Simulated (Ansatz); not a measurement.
# AgGeF3 (model cell, started as cubic perovskite with Ge in the octahedra): a soft mode frozen in, part 2 of 2

Which phase does AgGeF3 (model cell, started as cubic perovskite with Ge in the octahedra) fall into along its unstable mode, and how much energy does it gain?

Ansatz 0.2.0; DFT PBEsol, scalar-relativistic, plane waves, PAW; PAW set soft_1.

So far. Step 5 (Energy along the mode, all amplitudes (two of the runs …): The lowest of the steps tried is at 0.22 Å, 11.2 meV/atom below the parent; the bottom of the well need not coincide with a step. Step 7 (The new phase in its own primitive cell): The largest force component left is 0.098 meV/Å and the pressure is 0.002 GPa, within the tolerances set. The cell now holds 15.92 Å³/atom. The relaxed cell has a, b, c = 4.143, 8.089, 4.750 Å (conventional setting).

The structure was built from a prototype and need not be the compound's stable phase.

### 8. Modes of the new phase, k-mesh 6×6×6, occupations fixed

A relaxed structure may still be a saddle point, so its zone-centre modes are computed. The response to a homogeneous field gives the Born charges and the dielectric tensor.

Input file input.yaml:

```yaml
crystal:
  lattice:
    - [4.1434599886, 0.0, 0.0]
    - [0.0, 4.0447481713, 2.3751514003]
    - [0.0, -4.0447481713, 2.3751514003]
  atoms:
    - { symbol: Ag, position: [0.0, 0.9678353302, 0.9678353302] }
    - { symbol: Ge, position: [0.5, 0.5461342635, 0.5461342635] }
    - { symbol: F, position: [0.5, 0.4317957051, 0.1148378469] }
    - { symbol: F, position: [0.5, 0.1148378469, 0.4317957051] }
    - { symbol: F, position: [0.0, 0.4529741135, 0.4529741135] }
kpoints:
  mp_grid: { grid: [6, 6, 6] }
hamiltonian:
  xc: pbesol
  pseudopotentials: { kind: paw, azcp: { folder: soft_1 }, xc_functional: pbe }
scf:
  occupations: { method: fixed }
output:
  eigenvalues: true
phonons:
  method: dfpt
  dielectric: true
  rigid_motions: translations
```

Command:

```sh
ansatz run input.yaml --threads 4 --pin off --max-ram 16384MiB --backend cpu --events-out ev --progress --plain --runs-dir out
```

Wall time 2.2 min (4 threads of Arm Neoverse V2, shared host); peak memory 1.4 GiB; 8.4 min of CPU time.

This step gave:

```yaml
sum_rule_residual_before_enforcement: 1.62e-4 eV/Å²
miss_of_the_charge_sum_rule: 0.005177 e
estimated_error_of_the_dielectric_tensor: 0.02177
estimated_error_of_the_born_charges: 0.03440 e
point_group: mm2
highest_optical_mode_at_the_zone_centre_no_lo_to_term: 518.9 cm⁻¹
lowest_optical_zone_centre_mode: -105.6 cm⁻¹
mean_high_frequency_dielectric_constant: 3.841
largest_born_charge_third_of_the_trace: 2.722 e
top_of_the_zone_centre_spectrum_with_the_field: 570.8 cm⁻¹
```

Patterns of degenerate modes are one choice out of their space. The modes at Γ (shares of kinetic energy by element, %) (negative means imaginary):

```
mode  frequency (cm⁻¹)  symmetry  Ag %  Ge %  F %
   1            -105.6        B1    28     1   71
   2             -33.2        B2    53    21   26
   3               0.0  acoustic    45    31   24
   4               0.0  acoustic    45    31   24
   5               0.0  acoustic    45    31   24
   6              68.5        B1    26    68    6
   7             100.6        A1    38    19   43
   8             134.9        B2     1     4   95
   9             161.9        B2     0    27   73
  10             169.7        A2     0     0  100
  11             239.8        A1    12    21   66
  12             281.9        B1     0     1   99
  13             304.8        A1     5    10   85
  14             476.6        B2     0    18   82
  15             518.9        A1     0    19   81
```

Displacements in mode 1 (-105.6 cm⁻¹), the largest set to 1:
```
Ag1 -0.36  0.00  0.00
Ge2 -0.07  0.00  0.00
F3   0.66  0.00  0.00
F4   0.66  0.00  0.00
F5   1.00  0.00  0.00
```

Displacements in mode 7 (100.6 cm⁻¹), the largest set to 1:
```
Ag1  0.00  0.00  0.61
Ge2  0.00  0.00 -0.54
F3   0.00 -0.26 -1.00
F4   0.00  0.26 -1.00
F5   0.00  0.00  0.57
```

Optical modes at the zone centre, without and with the macroscopic field of the longitudinal modes; each column is sorted by frequency, so a row need not hold one and the same mode. Modes with and without the field, by row:

```
rank among optical modes  no field (cm⁻¹)  q along (1, 0, 0) (cm⁻¹)  q along (0, 1, 0) (cm⁻¹)  q along (0, 0, 1) (cm⁻¹)
                       1           -105.6                     -33.2                    -105.6                    -105.6
                       2            -33.2                      -5.6                      27.4                     -33.2
                       3             68.5                     100.6                      68.5                      68.5
                       4            100.6                     134.9                     100.6                     113.3
                       5            134.9                     161.9                     138.7                     134.9
                       6            161.9                     169.7                     169.7                     161.9
                       7            169.7                     225.8                     179.2                     169.7
                       8            239.8                     239.8                     239.8                     240.4
                       9            281.9                     304.8                     281.9                     281.9
                      10            304.8                     349.1                     304.8                     337.4
                      11            476.6                     476.6                     518.9                     476.6
                      12            518.9                     518.9                     536.4                     570.8
```

Born charge (rows field, columns displacement) (e), principal values of the symmetric part by kind of site:

```
atom  atoms with these values    low  middle   high   mean
 Ag1                        1   0.80    1.58   1.60   1.33
 Ge2                        1   2.26    2.73   3.17   2.72
  F3                        2  -2.02   -0.89  -0.71  -1.20
  F5                        1  -3.36   -1.20  -0.36  -1.64
```

In full for Ag1:

```
1.60 0.00 0.00
0.00 0.80 0.00
0.00 0.00 1.58
```

High-frequency dielectric tensor:

```
5.02 0.00 0.00
0.00 2.74 0.00
0.00 0.00 3.76
```

Transverse modes; imaginary modes are left out. Infrared lines, with heights relative to the strongest:

```
position (cm⁻¹)  label  relative intensity
             68     B1                  59
            101     A1                 8.5
            135     B2                 3.1
            162     B2                 9.3
            170     A2                 0.0
            240     A1                 1.2
            282     B1                  38
            305     A1                  54
            477     B2                  86
            519     A1                 100
```

Before it was imposed, the acoustic sum rule was missed by 1.6e-4 eV/Å² and the charge sum rule by 0.0052 e. Small misses are needed for a sound result but don't prove that mesh and cutoff are converged. The lowest optical mode is imaginary, 105.6i cm⁻¹, so the energy falls along it.

The log warns of the k mesh: “the force constants stand on the 6×6×6 k-mesh, whose period is 12.14 times the interband length at k = (-0.5000, -0.5000, -0.5000), direct gap 2.249 eV, under 14: take them and everything formed from them as unconverged”.

### 9. Summary of results

- unstable mode of the parent: q = (0, 0, 0), 190i cm⁻¹
- depth at the lowest point sampled: 11.2 meV/atom
- largest atomic shift at that point: 0.22 Å
- space group reached (within 0.01 Å): Amm2
- energy gained over the parent (first relaxation, on the mesh of the frozen mode): 189 meV/atom
- volume per atom, phase reached: 15.9 Å³
- gap on the k-mesh, phase reached: 2.07 eV
- lowest optical zone-centre mode, phase reached: -106 cm⁻¹
- highest optical mode at the zone centre (no LO-TO term), phase reached: 519 cm⁻¹

What this shows: Along this mode the structure falls into Amm2, 189 meV/atom below the parent. At the parent's cell the well is 11.15 meV/atom deep on the steps tried, with its lowest point at a shift of 0.22 Å. Relaxing atoms and cell changes the gain by +177.92 meV/atom against the lowest step (energies at zero smearing). Most of the total comes from this relaxation. The new phase still has an imaginary mode at the zone centre of its cell, so it is a saddle point on the way to a lower structure. Of the 6 patterns followed to their end from this parent, this one ends 127 meV/atom above the lowest, R3m. Each path keeps the symmetry of its pattern, so a lower phase may lie along a pattern not tried. With the field response the log warns that the k mesh is coarse for the force constants too, so the frequencies may not be converged. With no gap, or one that is small against the smearing, the frequencies hang on the k mesh and the smearing, most of all near Kohn anomalies. The PAW files were made for PBE and serve the other functionals too. The starting cell was built on a prototype and not taken from a measurement, so the phase need not exist.

[Logs are printed without paths, hosts, clocks, repeated set-up lines and the standing remarks that a program may print on its own settings, such as how far it seeks lower states.]

[Hosts, paths, dates, database ids (printed as entryN), source tags and the programs' standing remarks are cut or masked in the printed files.]
